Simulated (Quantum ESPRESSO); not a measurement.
## Magnetic state of VBr3 from several starts: run 2 (antiferro +−)

Quantum ESPRESSO 7.5; PBEsol with U = 3.2 eV on V d (ortho-atomic projectors); plane waves with GBRV 1.5 PBEsol potentials, no spin-orbit coupling.

pw.in

```
&CONTROL
  calculation = 'scf'
  prefix = 'pwscf'
  outdir = './tmp'
  pseudo_dir = './pseudo'
  disk_io = 'nowf'
/
&SYSTEM
  ibrav = 0
  celldm(1) = 8
  nat = 8
  ntyp = 3
  ecutwfc = 40
  ecutrho = 280
  nbnd = 46
  occupations = 'smearing'
  smearing = 'fd'
  degauss = 0.00367493
  nspin = 2
  starting_magnetization(1) = 0.1538
  starting_magnetization(2) = -0.1538
  starting_magnetization(3) = 0
/
&ELECTRONS
  conv_thr = 1.6d-08
  electron_maxstep = 150
  mixing_beta = 0.3
/
ATOMIC_SPECIES
V1     50.9415 v_pbesol_v1.4.uspp.F.UPF
V2     50.9415 v_pbesol_v1.4.uspp.F.UPF
Br     79.9040 br_pbesol_v1.4.uspp.F.UPF
CELL_PARAMETERS alat
   2.3486186182634    0.0000000000000    0.0000000000000
  -1.1743093091435    2.0339633872145    0.0000000000000
   0.0000000000000    0.0000000000000    0.7945105464435
ATOMIC_POSITIONS crystal
V1      0.6666666700    0.3333333300    0.2500000000
V2      0.3333333300    0.6666666700    0.7500000000
Br      0.4419500000    0.2209750000    0.7500000000
Br      0.7790250000    0.2209750000    0.7500000000
Br      0.7790250000    0.5580500000    0.7500000000
Br      0.5580500000    0.7790250000    0.2500000000
Br      0.2209750000    0.7790250000    0.2500000000
Br      0.2209750000    0.4419500000    0.2500000000
K_POINTS automatic
6 6 6 0 0 0
HUBBARD {ortho-atomic}
U V1-3d 3.2000
U V2-3d 3.2000
```

Run with:

```sh
> OMP_NUM_THREADS=1 mpirun -n 4 pw.x -nk 4 -in pw.in > pw.out
```

**Question.** What does this run give for the spin moment in the atom's sphere?

Opposed moments of equal size cancel, so the cell has no net moment. Symmetry leaves 2 kinds of site among the 8 atoms, and equivalent atoms carry values of equal size.

Spin density in the ab plane at fractional z = 0.250, with atoms of V and Br within 0.2 Å of it.

Valence density in the ab plane at fractional z = 0.250, with atoms of V and Br within 0.2 Å of it. It is the smooth field of the valence electrons, not physical close to the nuclei.

Spin moment in the atom's sphere by atom:

```tsv
atom	spin moment in the atom's sphere (μB)
V1	2.12
V2	-2.12
Br3	-0.12
Br4	-0.12
Br5	-0.12
Br6	0.12
Br7	0.12
Br8	0.12
```

This step gave:

```
magnetization          : 0 μB
absolute magnetization : 5.939 μB
final state            : antiferromagnetic
```

Values in e/Å³, 13 rows by 16 columns, each cell a mean:
```
0.0 0.0 0.0 0.0 0.0 0.0 0.0 0.0 0.0 0.0 0.0 0.0 0.0 0.0 0.0 0.0
0.0 0.0 0.0 0.0 0.0 0.0 0.0 0.0 0.0 0.0 0.0 0.0 0.0 0.0 0.0 0.0
0.0 0.0 0.0 0.0 0.0 0.0 0.0 0.0 0.0 0.0 0.0 0.0 0.0 0.0 0.0 0.0
0.0 0.0 0.0 0.0 0.0 0.0 0.0 0.0 0.0 0.0 0.0 0.0 0.0 0.0 0.0 0.0
0.0 0.0 0.0 0.0 0.0 0.0 0.0 0.0 0.0 0.0 0.0 0.0 0.0 0.0 0.0 0.0
0.0 0.0 0.0 0.0 0.0 0.0 0.0 0.0 0.0 0.0 0.0 0.0 0.0 0.0 0.0 0.0
0.0 0.0 0.0 0.0 0.0 0.0 0.0 0.0 0.0 0.0 0.0 0.0 0.0 0.0 0.0 0.0
0.0 0.0 0.0 0.0 0.0 0.0 0.0 0.0 0.0 0.1 0.4 0.6 0.2 0.0 0.0 0.0
0.0 0.0 0.0 0.0 0.0 0.0 0.0 0.0 0.0 0.4 1.7 1.4 0.2 0.0 0.0 0.0
0.0 0.0 0.0 0.0 0.0 0.0 0.0 0.0 0.1 0.4 0.8 0.2 0.0 0.0 0.0 0.0
0.0 0.0 0.0 0.0 0.0 0.0 0.0 0.0 0.0 0.1 0.1 0.0 0.0 0.0 0.0 0.0
0.0 0.0 0.0 0.0 0.0 0.0 0.0 0.0 0.0 0.0 0.0 0.0 0.0 0.0 0.0 0.0
0.0 0.0 0.0 0.0 0.0 0.0 0.0 0.0 0.0 0.0 0.0 0.0 0.0 0.0 0.0 0.0
```
Columns run along a (9.9 Å), rows up along b (9.9 Å). Atoms in or near the plane, at fractional coordinates: V at (0.67, 0.33), Br at (0.56, 0.78), Br at (0.22, 0.78), Br at (0.22, 0.44).

Values in units of 1e0 e/Å³, 13 rows by 16 columns, each cell a mean:
```
0.0 0.0 0.0 0.0 0.1 0.1 0.0 0.0 0.0 0.1 0.1 0.1 0.0 0.0 0.0 0.0
0.0 0.0 0.1 0.6 0.8 0.5 0.1 0.1 0.4 0.8 0.7 0.2 0.0 0.0 0.0 0.0
0.0 0.1 0.8 1.2 0.9 0.5 0.2 0.5 1.0 1.0 0.8 0.1 0.0 0.0 0.0 0.0
0.0 0.3 1.0 0.9 0.7 0.2 0.2 0.8 0.9 0.8 0.3 0.0 0.0 0.0 0.0 0.0
0.0 0.2 0.4 0.3 0.2 0.2 0.2 0.3 0.4 0.2 0.0 0.0 0.0 0.0 0.0 0.0
0.0 0.0 0.1 0.3 0.5 0.4 0.1 0.1 0.0 0.0 0.0 0.1 0.1 0.1 0.0 0.0
0.0 0.1 0.5 0.9 0.9 0.6 0.1 0.0 0.0 0.0 0.1 0.2 0.2 0.1 0.0 0.0
0.0 0.3 1.0 1.1 0.9 0.3 0.0 0.0 0.0 0.1 1.3 2.7 0.5 0.1 0.0 0.0
0.1 0.3 0.7 0.6 0.2 0.0 0.0 0.0 0.1 1.6 8.5 7.1 0.5 0.1 0.0 0.0
0.0 0.1 0.1 0.0 0.0 0.0 0.1 0.1 0.2 1.4 3.8 0.9 0.2 0.1 0.0 0.0
0.0 0.0 0.0 0.0 0.0 0.0 0.1 0.1 0.1 0.1 0.1 0.1 0.1 0.0 0.0 0.0
0.0 0.0 0.0 0.0 0.0 0.0 0.0 0.0 0.0 0.0 0.0 0.0 0.0 0.0 0.0 0.0
0.0 0.0 0.0 0.0 0.0 0.0 0.0 0.0 0.0 0.0 0.0 0.0 0.0 0.0 0.0 0.0
```
Columns run along a (9.9 Å), rows up along b (9.9 Å). Atoms in or near the plane, at fractional coordinates: V at (0.67, 0.33), Br at (0.56, 0.78), Br at (0.22, 0.78), Br at (0.22, 0.44).

[Logs and program files are shortened in this print: banners, set-up blocks, solver, clock and traceback lines can be left out without a mark of their own.]

[Logs are printed without paths, hosts, clocks, repeated set-up lines and the standing remarks that a program may print on its own settings, such as how far it seeks lower states.]

[Hosts, paths, dates, database ids (printed as entryN), source tags and the programs' standing remarks are cut or masked in the printed files.]

[Where a cell is said to come from a database of computed structures, the database is the Materials Project.]
